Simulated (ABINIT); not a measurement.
# Diamond (Fd-3m, 2 atoms a cell): G0W0 in ABINIT against the wavefunction cutoff in GW

Aim: move the wavefunction cutoff in GW of a G0W0 run on Diamond (Fd-3m, 2 atoms a cell) over a wide range.

Main program and level: ABINIT 10.8.3; PBE and many-body steps on it, plane waves.

**1. The starting structure**

It takes space group Fd-3m (No. 227, cubic). The conventional cell has a = 3.567 Å, b = 3.567 Å, c = 3.567 Å, α = 90.00°, β = 90.00°, γ = 90.00°. Nearest to C lie 4 C at 1.54 Å.

The cell and positions come from the Crystallography Open Database and are kept as given unless a step says otherwise.

**2. Screening, 8×8×8 mesh, 56 bands, screening to 261.2 eV**

This step: ABINIT 10.8.3; RPA screening on PBE, plane waves, norm-conserving pseudopotentials.

The RPA dielectric matrix is built and inverted for each q.

The input, run.abi:

```
acell 3*1.0 Angstrom
rprim 
  -0.000000000000 1.783370000000 1.783370000000
  1.783370000000 -0.000000000000 1.783370000000
  1.783370000000 1.783370000000 0.000000000000
ntypat 1
znucl 6
natom 2
typat 1 1
xred 
  -0.000000000000 0.000000000000 0.000000000000
  0.250000000000 0.250000000000 0.250000000000
pp_dirpath "pseudos"
pseudos "C.upf"
ecut 37
ngkpt 8 8 8
nshiftk 1
shiftk 0 0 0
kptopt 1
chksymbreak 0
istwfk *1
occopt 1
irdwfk 1
optdriver 3
nband 56
ecuteps 9.6
inclvkb 2
awtr 1
symchi 1
ecutwfn 11.1
indata_prefix "in"
outdata_prefix "out"
tmpdata_prefix "tmp"
```

Started as:

```
OMP_NUM_THREADS=1 mpirun -n 8 abinit run.abi > log
```

Log:

```text
.Version 10.8.3 of ABINIT. v10.8.2 released Aug 2026.

 Symmetries : space group Fd -3 m (#227); Bravais cF (face-center cubic)
[... echo of the input left out ...]
== DATASET  1 ==================================================================
-   mpi_nproc: 8, omp_nthreads: 1 (-1 if OMP is not activated)

--- !DatasetInfo
iteration_state: {dtset: 1, }
dimensions: {natom: 2, nkpt: 29, mband: 56, nsppol: 1, nspinor: 1, nspden: 1, mpw: 144, }
cutoff_energies: {ecut:  11.1, pawecutdg:  -1.0, }
electrons: {nelect:   8.00000000E+00, charge:   0.00000000E+00, occopt:   1.00000000E+00, tsmear:   1.00000000E-02, }

 SCREENING: Calculation of the susceptibility and dielectric matrices

 Based on a program developped by R.W. Godby, V. Olevano, G. Onida, and L. Reining.
 Incorporated in ABINIT by V. Olevano, G.-M. Rignanese, and M. Torrent.
.Using double precision arithmetic ; gwpc =  8

[... cell and pseudopotentials left out ...]
--------------------------------------------------------------------------------

 ==== K-mesh for the wavefunctions ====
 Number of points in the irreducible wedge :    29
[... list of points left out ...]
 Together with 48 symmetry operations and time-reversal symmetry
 yields   512 points in the full Brillouin Zone.

 ==== Q-mesh for the screening function ====
 Number of points in the irreducible wedge :    29
[... list of points left out ...]
 Together with 48 symmetry operations and time-reversal symmetry
 yields   512 points in the full Brillouin Zone.

 setmesh: FFT mesh size selected  =    20x   20x   20
          total number of points  =         8000

 vcoul_init : cutoff-mode = AUXILIARY_FUNCTION
 q-points for optical limit:   1
     1)      0.000010    0.000020    0.000030

- screening: taking advantage of time-reversal symmetry
- Maximum band index for partially occupied states nbvw = 4
- Remaining bands to be divided among processors   nbcw = 52
- Number of bands treated by each node ~6

 Number of electrons calculated from density =    7.9760; Expected =    8.0000
 average of density, n =  0.104192
 r_s =    1.3183
 omega_plasma =   31.1367 [eV]

 calculating chi0 at frequencies [eV] :
  1    0.000000E+00    0.000000E+00
  2    0.000000E+00    3.113673E+01

--------------------------------------------------------------------------------
  q-point number  1        q = ( 0.000000, 0.000000, 0.000000) [r.l.u.]
--------------------------------------------------------------------------------
[... chi0 elements left out ...]
 For q-point:  0.000010 0.000020 0.000030
  dielectric constant =   5.5825
  dielectric constant without local fields =   6.0383

  Average fulfillment of the sum rule on Im[epsilon] for q-point    1 :     84.46  [%]
[... wings left out ...]
  q-point number  2        q = ( 0.125000, 0.000000, 0.000000) [r.l.u.]
--------------------------------------------------------------------------------
[... chi0 elements left out ...]
  Average fulfillment of the sum rule on Im[epsilon] for q-point    2 :     99.43  [%]

 [... 27 further q-points ...]
```

It took 21 s on 8 MPI ranks of Arm Neoverse V1, shared host; peak memory 0.94 GiB; 2.8 min of CPU time.

Numbers from this step:

```
ε∞ with local fields, on this mesh, along the program's q direction : 5.582
the same without local fields                                       : 6.038
plasma frequency                                                    : 31.14 eV
plane waves in the screening matrix                                 : 113
```

Local fields lower ε∞ by 8 %.

**3. 11.1 Ha**

This step: G0W0 on PBE, plane waves, norm-conserving pseudopotentials.

run.abi, as its differences from that of step 2:

```diff
@@ -23,8 +23,17 @@
 irdwfk 1
-optdriver 3
+optdriver 4
 nband 56
+gwcalctyp 0
+ecutsigx 11.1
+symsigma 1
+nkptgw 2
+kptgw 
+  0.0000000000 0.0000000000 0.0000000000
+  0.3750000000 0.3750000000 0.0000000000
+bdgw 
+  2 7
+  3 6
 ecuteps 9.6
-inclvkb 2
-awtr 1
-symchi 1
+irdscr 1
+ppmodel 1
 ecutwfn 11.1
```

Log:

```text
.Version 10.8.3 of ABINIT. v10.8.2 released Aug 2026.

 Symmetries : space group Fd -3 m (#227); Bravais cF (face-center cubic)
[... echo of the input left out ...]
== DATASET  1 ==================================================================
-   mpi_nproc: 8, omp_nthreads: 1 (-1 if OMP is not activated)

--- !DatasetInfo
iteration_state: {dtset: 1, }
dimensions: {natom: 2, nkpt: 29, mband: 56, nsppol: 1, nspinor: 1, nspden: 1, mpw: 144, }
cutoff_energies: {ecut:  11.1, pawecutdg:  -1.0, }
electrons: {nelect:   8.00000000E+00, charge:   0.00000000E+00, occopt:   1.00000000E+00, tsmear:   1.00000000E-02, }

 SIGMA: Calculation of the GW corrections

 Based on a program developped by R.W. Godby, V. Olevano, G. Onida, and L. Reining.
 Incorporated in ABINIT by V. Olevano, G.-M. Rignanese, and M. Torrent.
.Using double precision arithmetic ; gwpc =  8

[... cell and pseudopotentials left out ...]
--------------------------------------------------------------------------------

 ==== K-mesh for the wavefunctions ====
 Number of points in the irreducible wedge :    29
[... list of points left out ...]
 Together with 48 symmetry operations and time-reversal symmetry
 yields   512 points in the full Brillouin Zone.

 ==== Q-mesh for screening function ====
 Number of points in the irreducible wedge :    29
[... list of points left out ...]
 Together with 48 symmetry operations and time-reversal symmetry
 yields   512 points in the full Brillouin Zone.

 vcoul_init : cutoff-mode = AUXILIARY_FUNCTION
 q-points for optical limit:   1
     1)      0.000010    0.000020    0.000030
 setmesh: FFT mesh size selected  =    20x   20x   20
          total number of points  =         8000

 Number of electrons calculated from density =    7.9760; Expected =    8.0000
 average of density, n =  0.104192
 r_s =    1.3183
 omega_plasma =   31.1367 [eV]

 === KS Band Gaps ===
  >>>> For spin  1
   Minimum direct gap =   5.6255 [eV], located at k-point      :   0.0000  0.0000  0.0000
   Fundamental gap    =   4.1901 [eV], Top of valence bands at :   0.0000  0.0000  0.0000
                                       Bottom of conduction at :   0.3750  0.3750  0.0000
 SIGMA fundamental parameters:
 PLASMON POLE MODEL  1
 number of plane-waves for SigmaX                  137
 number of plane-waves for SigmaC and W            113
 number of plane-waves for wavefunctions           137
 number of bands                                    56
 number of independent spin polarizations            1
 number of spinorial components                      1
 number of k-points in IBZ                          29
 number of q-points in IBZ                          29
 number of symmetry operations                      48
 number of k-points in BZ                          512
 number of q-points in BZ                          512
 number of frequencies for dSigma/dE                 9
 frequency step for dSigma/dE [eV]                0.25
 number of omega for Sigma on real axis              0
 max omega for Sigma on real axis  [eV]           0.00
 zcut for avoiding poles [eV]                     0.10

 EPSILON^-1 parameters (SCR file):
 dimension of the eps^-1 matrix on file            113
 dimension of the eps^-1 matrix used               113
 number of plane-waves for wavefunctions           137
 number of bands                                    56
 number of q-points in IBZ                          29
 number of frequencies                               2
 number of real frequencies                          1
 number of imag frequencies                          1

 matrix elements of self-energy operator (all in [eV])

 Perturbative Calculation

--- !SelfEnergy_ee
iteration_state: {dtset: 1, }
kpoint     : [   0.000,    0.000,    0.000, ]
spin       : 1
KS_gap     :    5.626
QP_gap     :    7.410
Delta_QP_KS:    1.784
data: !SigmaeeData |
     Band     E0 <VxcDFT>   SigX SigC(E0)      Z dSigC/dE  Sig(E)    E-E0       E
        2  10.293 -16.879 -19.104   1.628   0.834  -0.199 -17.377  -0.498   9.795
        3  10.293 -16.879 -19.104   1.628   0.834  -0.199 -17.377  -0.498   9.795
        4  10.293 -16.879 -19.104   1.628   0.834  -0.199 -17.377  -0.498   9.795
        5  15.918 -15.560  -9.429  -4.591   0.835  -0.197 -14.274   1.286  17.204
        6  15.918 -15.560  -9.429  -4.591   0.835  -0.197 -14.274   1.286  17.204
        7  15.918 -15.560  -9.429  -4.591   0.835  -0.197 -14.274   1.286  17.204

--- !SelfEnergy_ee
iteration_state: {dtset: 1, }
kpoint     : [   0.375,    0.375,    0.000, ]
spin       : 1
KS_gap     :    9.944
QP_gap     :   11.555
Delta_QP_KS:    1.611
data: !SigmaeeData |
     Band     E0 <VxcDFT>   SigX SigC(E0)      Z dSigC/dE  Sig(E)    E-E0       E
        3   4.539 -15.909 -20.320   3.271   0.818  -0.223 -16.841  -0.932   3.607
        4   4.539 -15.909 -20.320   3.271   0.818  -0.223 -16.841  -0.932   3.607
        5  14.483 -14.023  -8.610  -4.607   0.843  -0.186 -13.344   0.679  15.162
        6  17.096 -13.173  -7.258  -5.168   0.844  -0.185 -12.542   0.630  17.727

== END DATASET(S) ==============================================================
================================================================================

 -outvars: echo values of variables after computation  --------
           etotal      0.0000000000E+00
            nband          56
             nkpt          29
          spgroup         227
 [... the other variables as echoed above ...]

 Calculation completed.
```

Run time: 4.1 s. Hardware: 8 MPI ranks; peak memory 1.1 GiB; 32 s of CPU time.

This step gave:

- G0W0 gap on the points computed: 5.367 eV
- starting gap on the mesh: 4.190 eV
- k of the valence top: 0, 0, 0
- k of the conduction bottom: 0.375, 0.375, 0
- Z at the valence top: 0.834
- Z at the conduction bottom: 0.843
- least direct G0W0 gap on the computed points: 7.409 eV

**4. Screening, 8×8×8 mesh, 56 bands, screening to 261.2 eV**

This step: RPA screening on PBE, plane waves, norm-conserving pseudopotentials.

run.abi, as its differences from that of step 3:

```diff
@@ -23,18 +23,9 @@
 irdwfk 1
-optdriver 4
+optdriver 3
 nband 56
-gwcalctyp 0
-ecutsigx 11.1
-symsigma 1
-nkptgw 2
-kptgw 
-  0.0000000000 0.0000000000 0.0000000000
-  0.3750000000 0.3750000000 0.0000000000
-bdgw 
-  2 7
-  3 6
 ecuteps 9.6
-irdscr 1
-ppmodel 1
-ecutwfn 11.1
+inclvkb 2
+awtr 1
+symchi 1
+ecutwfn 18.5
 indata_prefix "in"
```

Log:

```text
.Version 10.8.3 of ABINIT. v10.8.2 released Aug 2026.

 Symmetries : space group Fd -3 m (#227); Bravais cF (face-center cubic)
[... echo of the input left out ...]
== DATASET  1 ==================================================================
-   mpi_nproc: 8, omp_nthreads: 1 (-1 if OMP is not activated)

--- !DatasetInfo
iteration_state: {dtset: 1, }
dimensions: {natom: 2, nkpt: 29, mband: 56, nsppol: 1, nspinor: 1, nspden: 1, mpw: 303, }
cutoff_energies: {ecut:  18.5, pawecutdg:  -1.0, }
electrons: {nelect:   8.00000000E+00, charge:   0.00000000E+00, occopt:   1.00000000E+00, tsmear:   1.00000000E-02, }

 SCREENING: Calculation of the susceptibility and dielectric matrices

 Based on a program developped by R.W. Godby, V. Olevano, G. Onida, and L. Reining.
 Incorporated in ABINIT by V. Olevano, G.-M. Rignanese, and M. Torrent.
.Using double precision arithmetic ; gwpc =  8

[... cell and pseudopotentials left out ...]
--------------------------------------------------------------------------------

 ==== K-mesh for the wavefunctions ====
 Number of points in the irreducible wedge :    29
[... list of points left out ...]
 Together with 48 symmetry operations and time-reversal symmetry
 yields   512 points in the full Brillouin Zone.

 ==== Q-mesh for the screening function ====
 Number of points in the irreducible wedge :    29
[... list of points left out ...]
 Together with 48 symmetry operations and time-reversal symmetry
 yields   512 points in the full Brillouin Zone.

 setmesh: FFT mesh size selected  =    20x   20x   20
          total number of points  =         8000

 vcoul_init : cutoff-mode = AUXILIARY_FUNCTION
 q-points for optical limit:   1
     1)      0.000010    0.000020    0.000030

- screening: taking advantage of time-reversal symmetry
- Maximum band index for partially occupied states nbvw = 4
- Remaining bands to be divided among processors   nbcw = 52
- Number of bands treated by each node ~6

 Number of electrons calculated from density =    7.9967; Expected =    8.0000
 average of density, n =  0.104462
 r_s =    1.3172
 omega_plasma =   31.1770 [eV]

 calculating chi0 at frequencies [eV] :
  1    0.000000E+00    0.000000E+00
  2    0.000000E+00    3.117705E+01

--------------------------------------------------------------------------------
  q-point number  1        q = ( 0.000000, 0.000000, 0.000000) [r.l.u.]
--------------------------------------------------------------------------------
[... chi0 elements left out ...]
 For q-point:  0.000010 0.000020 0.000030
  dielectric constant =   5.5158
  dielectric constant without local fields =   5.9565

  Average fulfillment of the sum rule on Im[epsilon] for q-point    1 :     85.27  [%]
[... wings left out ...]
  q-point number  2        q = ( 0.125000, 0.000000, 0.000000) [r.l.u.]
--------------------------------------------------------------------------------
[... chi0 elements left out ...]
  Average fulfillment of the sum rule on Im[epsilon] for q-point    2 :     97.23  [%]

 [... 27 further q-points ...]
```

Elapsed: 21 s, on 8 MPI ranks; peak memory 0.95 GiB.

This step gave:

```yaml
eps_infinity_with_local_fields_on_this_mesh_along_the_program_s_q_direction: 5.516
the_same_without_local_fields: 5.957
plasma_frequency: 31.18 eV
plane_waves_in_the_screening_matrix: 113
```

**5. 18.5 Ha**

The self-energy is evaluated for the states that the input lists, and the levels follow from it, in one-shot runs by the linearised quasiparticle equation.

This step: G0W0 on PBE, plane waves, norm-conserving pseudopotentials.

run.abi, as its differences from that of step 4:

```diff
@@ -23,8 +23,17 @@
 irdwfk 1
-optdriver 3
+optdriver 4
 nband 56
+gwcalctyp 0
+ecutsigx 18.5
+symsigma 1
+nkptgw 2
+kptgw 
+  0.0000000000 0.0000000000 0.0000000000
+  0.3750000000 0.3750000000 0.0000000000
+bdgw 
+  2 7
+  3 6
 ecuteps 9.6
-inclvkb 2
-awtr 1
-symchi 1
+irdscr 1
+ppmodel 1
 ecutwfn 18.5
```

Log:

```text
.Version 10.8.3 of ABINIT. v10.8.2 released Aug 2026.

 Symmetries : space group Fd -3 m (#227); Bravais cF (face-center cubic)
[... echo of the input left out ...]
== DATASET  1 ==================================================================
-   mpi_nproc: 8, omp_nthreads: 1 (-1 if OMP is not activated)

--- !DatasetInfo
iteration_state: {dtset: 1, }
dimensions: {natom: 2, nkpt: 29, mband: 56, nsppol: 1, nspinor: 1, nspden: 1, mpw: 303, }
cutoff_energies: {ecut:  18.5, pawecutdg:  -1.0, }
electrons: {nelect:   8.00000000E+00, charge:   0.00000000E+00, occopt:   1.00000000E+00, tsmear:   1.00000000E-02, }

 SIGMA: Calculation of the GW corrections

 Based on a program developped by R.W. Godby, V. Olevano, G. Onida, and L. Reining.
 Incorporated in ABINIT by V. Olevano, G.-M. Rignanese, and M. Torrent.
.Using double precision arithmetic ; gwpc =  8

[... cell and pseudopotentials left out ...]
--------------------------------------------------------------------------------

 ==== K-mesh for the wavefunctions ====
 Number of points in the irreducible wedge :    29
[... list of points left out ...]
 Together with 48 symmetry operations and time-reversal symmetry
 yields   512 points in the full Brillouin Zone.

 ==== Q-mesh for screening function ====
 Number of points in the irreducible wedge :    29
[... list of points left out ...]
 Together with 48 symmetry operations and time-reversal symmetry
 yields   512 points in the full Brillouin Zone.

 vcoul_init : cutoff-mode = AUXILIARY_FUNCTION
 q-points for optical limit:   1
     1)      0.000010    0.000020    0.000030
 setmesh: FFT mesh size selected  =    20x   20x   20
          total number of points  =         8000

 Number of electrons calculated from density =    7.9967; Expected =    8.0000
[...]
number of omega for Sigma on real axis              0
 max omega for Sigma on real axis  [eV]           0.00
 zcut for avoiding poles [eV]                     0.10

 EPSILON^-1 parameters (SCR file):
 dimension of the eps^-1 matrix on file            113
 dimension of the eps^-1 matrix used               113
 number of plane-waves for wavefunctions           283
 number of bands                                    56
 number of q-points in IBZ                          29
 number of frequencies                               2
 number of real frequencies                          1
 number of imag frequencies                          1

 matrix elements of self-energy operator (all in [eV])

 Perturbative Calculation

--- !SelfEnergy_ee
iteration_state: {dtset: 1, }
kpoint     : [   0.000,    0.000,    0.000, ]
spin       : 1
KS_gap     :    5.626
QP_gap     :    7.407
Delta_QP_KS:    1.781
data: !SigmaeeData |
     Band     E0 <VxcDFT>   SigX SigC(E0)      Z dSigC/dE  Sig(E)    E-E0       E
        2  10.293 -16.971 -19.268   1.561   0.832  -0.202 -17.584  -0.613   9.680
        3  10.293 -16.971 -19.268   1.561   0.832  -0.202 -17.584  -0.613   9.680
        4  10.293 -16.971 -19.268   1.561   0.832  -0.202 -17.584  -0.613   9.680
[...]
--- !SelfEnergy_ee
iteration_state: {dtset: 1, }
kpoint     : [   0.375,    0.375,    0.000, ]
spin       : 1
KS_gap     :    9.944
QP_gap     :   11.588
Delta_QP_KS:    1.644
data: !SigmaeeData |
     Band     E0 <VxcDFT>   SigX SigC(E0)      Z dSigC/dE  Sig(E)    E-E0       E
[...]
5  14.483 -14.088  -8.666  -4.668   0.842  -0.188 -13.453   0.635  15.118
        6  17.096 -13.229  -7.300  -5.211   0.843  -0.186 -12.624   0.606  17.702

== END DATASET(S) ==============================================================
================================================================================

 -outvars: echo values of variables after computation  --------
           etotal      0.0000000000E+00
            nband          56
             nkpt          29
          spgroup         227
 [... the other variables as echoed above ...]

 Calculation completed.
```

Elapsed: 4.1 s, on 8 MPI ranks; peak memory 1.1 GiB; 32 s of CPU time.

Numbers from this step:

```yaml
g0w0_gap_on_the_points_computed: 5.438 eV
starting_gap_on_the_mesh: 4.190 eV
k_of_the_valence_top: 0, 0, 0
k_of_the_conduction_bottom: 0.375, 0.375, 0
z_at_the_valence_top: 0.832
z_at_the_conduction_bottom: 0.842
least_direct_g0w0_gap_on_the_computed_points: 7.407 eV
```

The gap on the mesh goes from 4.19 eV to 5.44 eV, a correction of +1.25 eV.

(Part 1 of 2 ends here.)

[Paths, hosts, dates, memory and timing lines, banners, echoed tables and standing remarks are left out of the program output.]

[Logs are printed without paths, hosts, clocks, repeated set-up lines and the standing remarks that a program may print on its own settings, such as how far it seeks lower states.]

[Runs of the session that timed out or met a known fault of the program may be left out.]

[No measured gap is set beside runs whose start may be inverted or whose files or cutoffs have a known fault.]

[Hosts, paths, dates, database ids (printed as entryN), source tags and the programs' standing remarks are cut or masked in the printed files.]

[G0W0 gaps are taken among the corrected bands and points alone; a level outside them can change the order at an edge.]

[Where Ansatz stands beside ABINIT at settings called matched, ABINIT's density can come from a denser mesh and the files from another edition; pairs whose starting gaps differed by over 0.03 eV were left out, so agreement reads better than it is.]
